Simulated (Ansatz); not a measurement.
**Se on Al(110): change of the work function**

How does Se on the longbridge site change the work function of Al(110) as the layer fills?

Method: plane-wave DFT, RPBE, Ansatz PAW, in the first sound run; inputs show where later runs differ, in Ansatz 0.2.0.

### Step 1. The starting structure

The cell holds 5 atoms: 5 Al. Its edges and angles: a = 4.050 Å, b = 2.864 Å, c = 23.728 Å, α = 90.0°, β = 90.0°, γ = 90.0°. Vacuum lies along c.

### Step 2. The clean slab

The bare slab comes first, as the zero from which every change is counted. The two lowest layers are held at bulk places and the upper ones relax. The dipole correction removes the false field that a one-sided slab makes across the periodic vacuum, so each face gets a flat vacuum level of its own.

File input.yaml:

```yaml
crystal:
  lattice:
    - [4.05, 0.0, 0.0]
    - [0.0, 2.8637824638, 0.0]
    - [0.0, 0.0, 23.7275649276]
  atoms:
    - { symbol: Al, position: [0.0, 0.0, 0.3793056737] }
    - { symbol: Al, position: [0.5, 0.5, 0.4396528368] }
    - { symbol: Al, position: [0.0, 0.0, 0.5] }
    - { symbol: Al, position: [0.5, 0.5, 0.5603471632] }
    - { symbol: Al, position: [0.0, 0.0, 0.6206943263] }
kpoints:
  mp_grid: { grid: [8, 10, 1] }
hamiltonian:
  xc: rpbe
scf:
  occupations: { method: fermi_dirac, width: 0.1 }
  convergence: { dr2_threshold: 1.0e-08 }
efield:
  axis: 3
  dipole_correction: true
  ramp_position: 0.97
  ramp_width: 0.06
relax:
  f_tol: 0.02
  max_steps: 60
  constraints: [{ sites: [0, 1] }]
output:
  write_potential: true
  write_density: true
  volumetric_format: npy
```

On the command line:

```bash
ansatz run input.yaml --threads 4 --pin off --max-ram 6144MiB --backend cpu --events-out ev --progress --plain --runs-dir out
```

What it wrote:

```text
Engine: ansatz 0.2.0, aarch64-unknown-linux-gnu
Pseudopotentials: kind: paw
Pseudopotential: Al, paw, valence charge 3, recommended cutoff 420 eV (normal), Al.paw.azcp
Functional definition: RPBE
  parameter kappa = 0.804
  parameter beta = 0.066725
  exchange = rpbe_x(kappa = kappa, mu = beta*pi^2/3)
  correlation = pbe_c(beta = beta)
Crystal: 5 atoms, lattice volume = 275.200 Å³
Basis set: ecut = 420 eV, 5383 PW (Γ), exchange–correlation on 60×40×320 points (8 copies of the dense FFT grid, shifted against one another)
Bands: 13, of which v1, the nominal top of the filled ones, is band 8 counted from 1 (7 counted from 0)
Symmetry: 4 space group operations
k-points: 30 of 80
Non-local potential: Al, projectors of the file, l = 0: 2, l = 1: 2, l = 2: 1
PAW form: soft (Blöchl's): semilocal exchange-correlation on the pseudo side does not see the compensation charge
PAW frozen core: Al, regenerated for the run's functional, and the local potential with it (the file was generated under x = pbe(κ = 0.804, μ = 0.219515), c = pbe(β = 0.066725))
PAW one-centre angular grid: Al, 110 points (default); XC on 64 Gauss nodes
Initial density: superposition of atomic densities (neutral atoms: chi_scale 0, normalization atom), corrected by the library's trained network
Initial wavefunctions: pseudopotential atomic-orbital guess
Functional: x = rpbe, c = pbe(β = 0.066725)
SCF iter   1: F=—  HF=-2700.957090 eV  |F-HF|=—  |Δ(HF+E_count)|=         —  Δρ=1.46e-3  dr2=9.83e-3  ethr=1.77e-3  p=0.000 e·Å  D=8.51e-15 V/Å  ΔV_dip=-0.00 eV  dr2_dipole=3.44e-9  V_vac-E_F(+/−)=3.82/3.82 eV  ⟨swp⟩=8.7  Hψ=3209  notcnv=0
efield: sawtooth ramp at fractional position 0.9700 (set: `efield.ramp_position`, or a place that a band, a saddle search or an elastic batch's reference lends), width 0.0600; the density the first Hamiltonian is built on has a dipole p = 0.000 e·Å; the dipole correction subtracts the counter field D = 8.51e-15 V/Å, which shifts the + side's vacuum level by -0.00 eV against the − side's; the planar-averaged density in the ramp window peaks in size at 5.3e-6 e/Å³
preconditioner: auto → LDOS  [metal: Δε(μ)=0.044 eV  Ē_g=6.215 eV  σ=0.100 eV  W_gap=0.11  n_scr=22 (ndim 8)  ℏωp=8.7 eV  f_vac=0.557  D(μ)=2.49/eV (n_scr^D=8)  β→1.0]
SCF iter   2: F=—  HF=-2700.954966 eV  |F-HF|=—  |Δ(HF+E_count)|=   2.12e-3  Δρ=3.21e-4  dr2=4.90e-4  ethr=6.56e-5  p=0.000 e·Å  D=6.61e-6 V/Å  ΔV_dip=-0.00 eV  dr2_dipole=2.79e-9  V_vac-E_F(+/−)=3.91/3.91 eV  ⟨swp⟩=2.6  Hψ=949  notcnv=0
SCF iter   3: F=—  HF=-2700.955199 eV  |F-HF|=—  |Δ(HF+E_count)|=   2.33e-4  Δρ=9.42e-5  dr2=4.61e-5  ethr=3.27e-6  p=0.000 e·Å  D=2.29e-6 V/Å  ΔV_dip=-0.00 eV  dr2_dipole=2.20e-11  V_vac-E_F(+/−)=3.91/3.91 eV  ⟨swp⟩=2.3  Hψ=657  notcnv=0
SCF iter   4: F=—  HF=-2700.955314 eV  |F-HF|=—  |Δ(HF+E_count)|=   1.15e-4  Δρ=2.31e-5  dr2=2.22e-6  ethr=3.08e-7  p=0.000 e·Å  D=9.93e-9 V/Å  ΔV_dip=-0.00 eV  dr2_dipole=6.19e-11  V_vac-E_F(+/−)=3.91/3.91 eV  ⟨swp⟩=2.7  Hψ=661  notcnv=0
SCF iter   5: F=—  HF=-2700.955323 eV  |F-HF|=—  |Δ(HF+E_count)|=   9.00e-6  Δρ=6.19e-6  dr2=1.53e-7  ethr=1.48e-8  p=0.000 e·Å  D=3.43e-7 V/Å  ΔV_dip=-0.00 eV  dr2_dipole=1.13e-12  V_vac-E_F(+/−)=3.91/3.91 eV  ⟨swp⟩=2.5  Hψ=648  notcnv=0
SCF iter   6: F=-2700.955323 eV  HF=-2700.955323 eV  |F-HF|=2.32e-8  |Δ(HF+E_count)|=   3.17e-7  Δρ=1.14e-6  dr2=7.28e-9  ethr=6.67e-11  p=-0.000 e·Å  D=-9.09e-8 V/Å  ΔV_dip=0.00 eV  dr2_dipole=1.41e-12  V_vac-E_F(+/−)=3.91/3.91 eV  ⟨swp⟩=8.0  Hψ=2850  notcnv=0
SCF 1 converged in 6 iterations: F = -2700.955323 eV  dr2 = 7.28e-9
  greatest PAW one-centre occupation: 0.477 electrons in one spin orbital (limit 2), on the Al atom at site 0 (counted from 0), in its partial waves of l = 0
relax step   1: F+E_penalty+E_count = -2700.95532324 eV  Δ(F+E_penalty+E_count) = +0.000e0 eV  max|allowed force component| = 1.843e-1 eV/Å  Δτ_max = 0.0000 Å  (6 SCF iters, accepted)
Initial density: handed on by an earlier stage of this run
Initial wavefunctions: those handed on with the density
iter 1 solved again at ethr=6.83e-5 eV; its pass at ethr=3.10e-3 eV (dr2=1.03e-2 eV) is discarded
SCF iter   1: F=—  HF=-2700.963167 eV  |F-HF|=—  |Δ(HF+E_count)|=         —  Δρ=7.18e-4  dr2=1.12e-2  ethr=6.83e-5  p=-0.000 e·Å  D=-9.32e-8 V/Å  ΔV_dip=0.00 eV  dr2_dipole=2.02e-3  V_vac-E_F(+/−)=3.92/3.92 eV  ⟨swp⟩=1.1  Hψ=1815  notcnv=0
efield: sawtooth ramp at fractional position 0.9700 (set: `efield.ramp_position`, or a place that a band, a saddle search or an elastic batch's reference lends), width 0.0600; the density the first Hamiltonian is built on has a dipole p = -0.000 e·Å; the dipole correction subtracts the counter field D = -9.32e-8 V/Å, which shifts the + side's vacuum level by +0.00 eV against the − side's; the planar-averaged density in the ramp window peaks in size at 7.8e-8 e/Å³
preconditioner: auto → LDOS  [metal: Δε(μ)=0.002 eV  Ē_g=6.221 eV  σ=0.100 eV  W_gap=0.01  n_scr=22 (ndim 8)  ℏωp=8.7 eV  f_vac=0.558  D(μ)=2.43/eV (n_scr^D=8)  β→1.0]
SCF iter   2: F=—  HF=-2700.961717 eV  |F-HF|=—  |Δ(HF+E_count)|=   1.45e-3  Δρ=3.15e-4  dr2=5.63e-4  ethr=6.83e-5  p=0.000 e·Å  D=1.08e-4 V/Å  ΔV_dip=-0.00 eV  dr2_dipole=5.47e-5  V_vac-E_F(+/−)=3.91/3.92 eV  ⟨swp⟩=2.7  Hψ=616  notcnv=0
SCF iter   3: F=—  HF=-2700.961774 eV  |F-HF|=—  |Δ(HF+E_count)|=   5.62e-5  Δρ=8.42e-5  dr2=9.00e-5  ethr=3.76e-6  p=-0.001 e·Å  D=-4.23e-4 V/Å  ΔV_dip=0.01 eV  dr2_dipole=1.80e-7  V_vac-E_F(+/−)=3.92/3.91 eV  ⟨swp⟩=2.2  Hψ=673  notcnv=0
SCF iter   4: F=—  HF=-2700.961887 eV  |F-HF|=—  |Δ(HF+E_count)|=   1.14e-4  Δρ=3.42e-5  dr2=1.54e-5  ethr=6.00e-7  p=-0.000 e·Å  D=-2.12e-4 V/Å  ΔV_dip=0.01 eV  dr2_dipole=3.64e-7  V_vac-E_F(+/−)=3.92/3.91 eV  ⟨swp⟩=2.4  Hψ=610  notcnv=0
SCF iter   5: F=—  HF=-2700.961888 eV  |F-HF|=—  |Δ(HF+E_count)|=   9.89e-7  Δρ=8.44e-6  dr2=1.04e-6  ethr=1.02e-7  p=-0.000 e·Å  D=-1.42e-4 V/Å  ΔV_dip=0.00 eV  dr2_dipole=9.55e-9  V_vac-E_F(+/−)=3.92/3.91 eV  ⟨swp⟩=2.1  Hψ=559  notcnv=0
SCF iter   6: F=—  HF=-2700.961895 eV  |F-HF|=—  |Δ(HF+E_count)|=   7.04e-6  Δρ=1.13e-6  dr2=1.37e-8  ethr=6.94e-9  p=-0.000 e·Å  D=-9.93e-5 V/Å  ΔV_dip=0.00 eV  dr2_dipole=5.40e-11  V_vac-E_F(+/−)=3.92/3.91 eV  ⟨swp⟩=2.4  Hψ=623  notcnv=0
SCF iter   7: F=-2700.961895 eV  HF=-2700.961895 eV  |F-HF|=2.15e-9  |Δ(HF+E_count)|=   2.48e-8  Δρ=2.60e-7  dr2=7.57e-10  ethr=6.67e-11  p=-0.000 e·Å  D=-9.10e-5 V/Å  ΔV_dip=0.00 eV  dr2_dipole=7.72e-12  V_vac-E_F(+/−)=3.92/3.91 eV  ⟨swp⟩=9.1  Hψ=2511  notcnv=0
SCF 2 converged in 7 iterations: F = -2700.961895 eV  dr2 = 7.57e-10
  greatest PAW one-centre occupation: 0.478 electrons in one spin orbital (limit 2), on the Al atom at site 0 (counted from 0), in its partial waves of l = 0
relax step   2: F+E_penalty+E_count = -2700.96189528 eV  Δ(F+E_penalty+E_count) = -6.572e-3 eV  max|allowed force component| = 3.092e-2 eV/Å  Δτ_max = 0.0389 Å  (7 SCF iters, accepted)
SCF iter   1: F=—  HF=-2700.961911 eV  |F-HF|=—  |Δ(HF+E_count)|=         —  Δρ=1.38e-4  dr2=3.49e-4  ethr=4.22e-5  p=-0.000 e·Å  D=-9.10e-5 V/Å  ΔV_dip=0.00 eV  dr2_dipole=8.08e-5  V_vac-E_F(+/−)=3.92/3.92 eV  ⟨swp⟩=2.1  Hψ=1244  notcnv=0
efield: sawtooth ramp at fractional position 0.9700 (set: `efield.ramp_position`, or a place that a band, a saddle search or an elastic batch's reference lends), width 0.0600; the density the first Hamiltonian is built on has a dipole p = -0.000 e·Å; the dipole correction subtracts the counter field D = -9.10e-5 V/Å, which shifts the + side's vacuum level by +0.00 eV against the − side's; the planar-averaged density in the ramp window peaks in size at 5.5e-8 e/Å³
preconditioner: auto → LDOS  [metal: Δε(μ)=0.002 eV  Ē_g=6.224 eV  σ=0.100 eV  W_gap=0.00  n_scr=22 (ndim 8)  ℏωp=8.7 eV  f_vac=0.559  D(μ)=2.43/eV (n_scr^D=8)  β→1.0]
SCF iter   2: F=—  HF=-2700.961873 eV  |F-HF|=—  |Δ(HF+E_count)|=   3.79e-5  Δρ=3.93e-5  dr2=1.04e-5  ethr=2.32e-6  p=-0.000 e·Å  D=-1.39e-5 V/Å  ΔV_dip=0.00 eV  dr2_dipole=1.80e-6  V_vac-E_F(+/−)=3.92/3.92 eV  ⟨swp⟩=2.3  Hψ=811  notcnv=0
SCF iter   3: F=—  HF=-2700.962008 eV  |F-HF|=—  |Δ(HF+E_count)|=   1.35e-4  Δρ=1.20e-5  dr2=1.66e-6  ethr=6.95e-8  p=-0.000 e·Å  D=-4.10e-6 V/Å  ΔV_dip=0.00 eV  dr2_dipole=2.15e-8  V_vac-E_F(+/−)=3.92/3.92 eV  ⟨swp⟩=2.5  Hψ=689  notcnv=0
SCF iter   4: F=—  HF=-2700.962016 eV  |F-HF|=—  |Δ(HF+E_count)|=   8.14e-6  Δρ=1.97e-6  dr2=2.26e-8  ethr=1.10e-8  p=-0.000 e·Å  D=-2.53e-5 V/Å  ΔV_dip=0.00 eV  dr2_dipole=9.11e-10  V_vac-E_F(+/−)=3.92/3.92 eV  ⟨swp⟩=2.5  Hψ=624  notcnv=0
SCF iter   5: F=-2700.962016 eV  HF=-2700.962016 eV  |F-HF|=9.36e-9  |Δ(HF+E_count)|=   3.71e-8  Δρ=6.30e-7  dr2=2.68e-9  ethr=6.67e-11  p=-0.000 e·Å  D=-2.60e-5 V/Å  ΔV_dip=0.00 eV  dr2_dipole=6.47e-10  V_vac-E_F(+/−)=3.92/3.92 eV  ⟨swp⟩=9.4  Hψ=2570  notcnv=0
SCF 3 converged in 5 iterations: F = -2700.962016 eV  dr2 = 2.68e-9
relax step   3: F+E_penalty+E_count = -2700.96201622 eV  Δ(F+E_penalty+E_count) = -1.209e-4 eV  max|allowed force component| = 8.417e-3 eV/Å  Δτ_max = 0.0096 Å  (5 SCF iters, accepted)
NSCF: frozen V_eff on 30 k-points
the band table was solved once a step of the walk had ended and its energy, with any forces and stress, was formed, with the checks that follow a solve (3704 applications of the Hamiltonian). They found nothing against the state; the energy, forces and stress were not computed again (output.eigenvalues in the input reference)
WARN: The output density's exchange-correlation potential varies sharply where the density is thin. Do not read a vacuum level from v_tot or v_xc, or from such a field of the output density. On a cell that repeats whose density bears no net charge and no dipole along the vacuum's axis use v_es (v_loc + v_h of the components); under efield.dipole_correction with no amplitude use v_es + v_field, which holds any externa [...]
SCF converged after 5 iterations
Free energy (F): -2700.962016 eV
Harris-Foulkes:  -2700.962016 eV  (|F-HF|=9.36e-9)
Internal energy: -2700.885023 eV  (E = F + TS)
E sigma→0 (E₀):  -2700.923520 eV
Entropy (-TS):   -0.076993 eV (-15.399 meV/atom)
Fermi energy:    -0.236718 eV
Dipole field:    D = -0.000055 V/Å  (p = -0.000084 e·Å, saw-weighted, corrected)
Work function:   Φ+ = 3.9172 eV   Φ− = 3.9159 eV
Levels:          The Fermi level and band energies are counted from a zero that moves with the ramp; work functions are not
--- Per-component energies (eV) ---
  E_band       = -65.547499
  E_kinetic    = 106.538593
  E_local      = -3292.109496  (includes V_loc(G=0)·N_el)
  E_nonlocal   = 50.641539
  E_hartree    = 1612.367061
  E_xc         = -195.043850
  E_vxc        = -138.456896  (∫ρ·V_xc dr)
  E_paw        = -2350.154109  (= ΣΔE_a)
  E_vpaw       = -16.895215  (= ΣTr[D̂ρ^β])
  E_aug_tail   = -0.000007  (compensation charges beyond the density's cutoff)
  E_efield     = 0.000000  (sawtooth field / dipole correction)
  E_vefield    = -0.000003  (∫n·V_field dr)
  E_ewald      = 1366.961553
  E_core_change = -0.086307  (= ΣΔE_core)
  E_smearing   = -0.076993  (= −TS)
  E_closure    = -0.000000  (closes the sum)
  Σ components = -2700.962016   (vs F -2700.962016, Δ=0.00e0)
--- Forces (eV/Å), atoms counted from 1 ---
  atom   1  Al     0.00000000     0.00000000     0.13123472
  atom   2  Al     0.00000000     0.00000000    -0.13768197
  atom   3  Al     0.00000000     0.00000000     0.00841674
  atom   4  Al     0.00000000     0.00000000    -0.00143184
  atom   5  Al     0.00000000     0.00000000    -0.00052158
  max |Σ_I F_I| component: 1.61e-5 eV/Å
--- Band table (eV; the first three rows and the last of 30) ---
  k-point 0: bands = [... 4 lower, -2.6941, -1.2905, -1.1177, -1.0294, 0.4635, 1.4375, 1.7248, 3.0338, ... 1 higher]
  k-point 1: bands = [... 4 lower, -2.5288, -1.1273, -0.9524, -0.8643, 0.6280, 1.6030, 1.8690, 2.9710, ... 1 higher]
  k-point 2: bands = [... 4 lower, -2.0325, -0.7721, -0.4566, -0.3875, 0.5969, 1.0438, 1.8243, 2.0994, ... 1 higher]
  k-point 29: bands = [... 4 lower, -2.9270, -2.8921, -2.7603, -1.6043, -1.0473, 0.0981, 0.4244, 0.5642, ... 1 higher]
--- Relaxed structure (3 steps of the walk, 3 accepted, 0 SCFs on fresh bases) ---
  F+E_penalty+E_count = -2700.96201622 eV   max|allowed force component| = 8.417e-3 eV/Å
  atoms:
    - { symbol: Al, position: [0.0, 0.0, 0.3793056737] }
    - { symbol: Al, position: [0.5, 0.5, 0.4396528368] }
    - { symbol: Al, position: [0.0, 0.0, 0.499649] }
    - { symbol: Al, position: [0.5, 0.5, 0.561920] }
    - { symbol: Al, position: [0.0, 0.0, 0.618815] }
```

The job ended after 5.9 s (4 threads of Arm Neoverse V2, shared host; peak memory 0.54 GiB; 23 s of CPU time).

The steps of the relaxation:

```
step  energy less that of the first step (eV)  largest force component (eV/Å)
   1                                   0.0000                          0.1843
   2                                  -0.0066                          0.0309
   3                                  -0.0067                          0.0084
```

Forces are held to the 4 operations that the program found; a distortion that breaks them can't arise in this run.

The atoms that moved most (Å):

```
atom     dx     dy      dz  length
 Al5  0.000  0.000  -0.045   0.045
 Al4  0.000  0.000   0.037   0.037
 Al3  0.000  0.000  -0.008   0.008
```

Final coordinates:

```cif
data_structure
_symmetry_space_group_name_H-M 'P 1'
_symmetry_Int_Tables_number 1
_cell_length_a 4.0500
_cell_length_b 2.8638
_cell_length_c 23.7276
_cell_angle_alpha 90.000
_cell_angle_beta 90.000
_cell_angle_gamma 90.000
_cell_volume 275.20
loop_
_atom_site_label
_atom_site_type_symbol
_atom_site_fract_x
_atom_site_fract_y
_atom_site_fract_z
_atom_site_occupancy
Al1 Al 0.00000 0.00000 0.37931 1
Al2 Al 0.50000 0.50000 0.43965 1
Al3 Al 0.00000 0.00000 0.49965 1
Al4 Al 0.50000 0.50000 0.56192 1
Al5 Al 0.00000 0.00000 0.61882 1
```

This step gave:

| Property | Result |
| --- | --- |
| energy at zero smearing | -2700.9235 eV |
| work function, upper face | 3.917 eV |
| dipole along the normal | -8.40e-5 e·Å |

Running mean over 1.432 Å of the planar mean; the ramp of the sawtooth is left out. The electron's electrostatic potential energy less the Fermi level by z:

```
z (Å)  electron's electrostatic potential energy less the Fermi level (eV)
    3                                                                 3.92
    4                                                                 3.92
    5                                                                 3.91
    6                                                                 3.88
    7                                                                 3.51
    8                                                                0.596
    9                                                                -3.69
   10                                                                -4.70
   11                                                                -4.79
   12                                                                -4.65
   13                                                                -4.67
   14                                                                -4.95
   15                                                                -2.64
   16                                                                 1.98
   17                                                                 3.72
   18                                                                 3.90
   19                                                                 3.92
   20                                                                 3.92
```

The relaxation took 3 steps and lowered the energy by 0.0067 eV; the largest force on the free atoms ends at 0.0084 eV/Å.

The work function of the upper face is 3.92 eV.

[end of part 1 of 5]

[Long decimals in the printed logs are rounded to 6 places.]

[Logs are printed without paths, hosts, clocks, repeated set-up lines and the standing remarks that a program may print on its own settings, such as how far it seeks lower states.]

[Hosts, paths, dates, database ids (printed as entryN), source tags and the programs' standing remarks are cut or masked in the printed files.]

[Maps of the electrostatic potential energy from Ansatz leave out the sawtooth potential of an applied field or a dipole correction, so their vacuum need not be flat; planar profiles and work functions include it.]
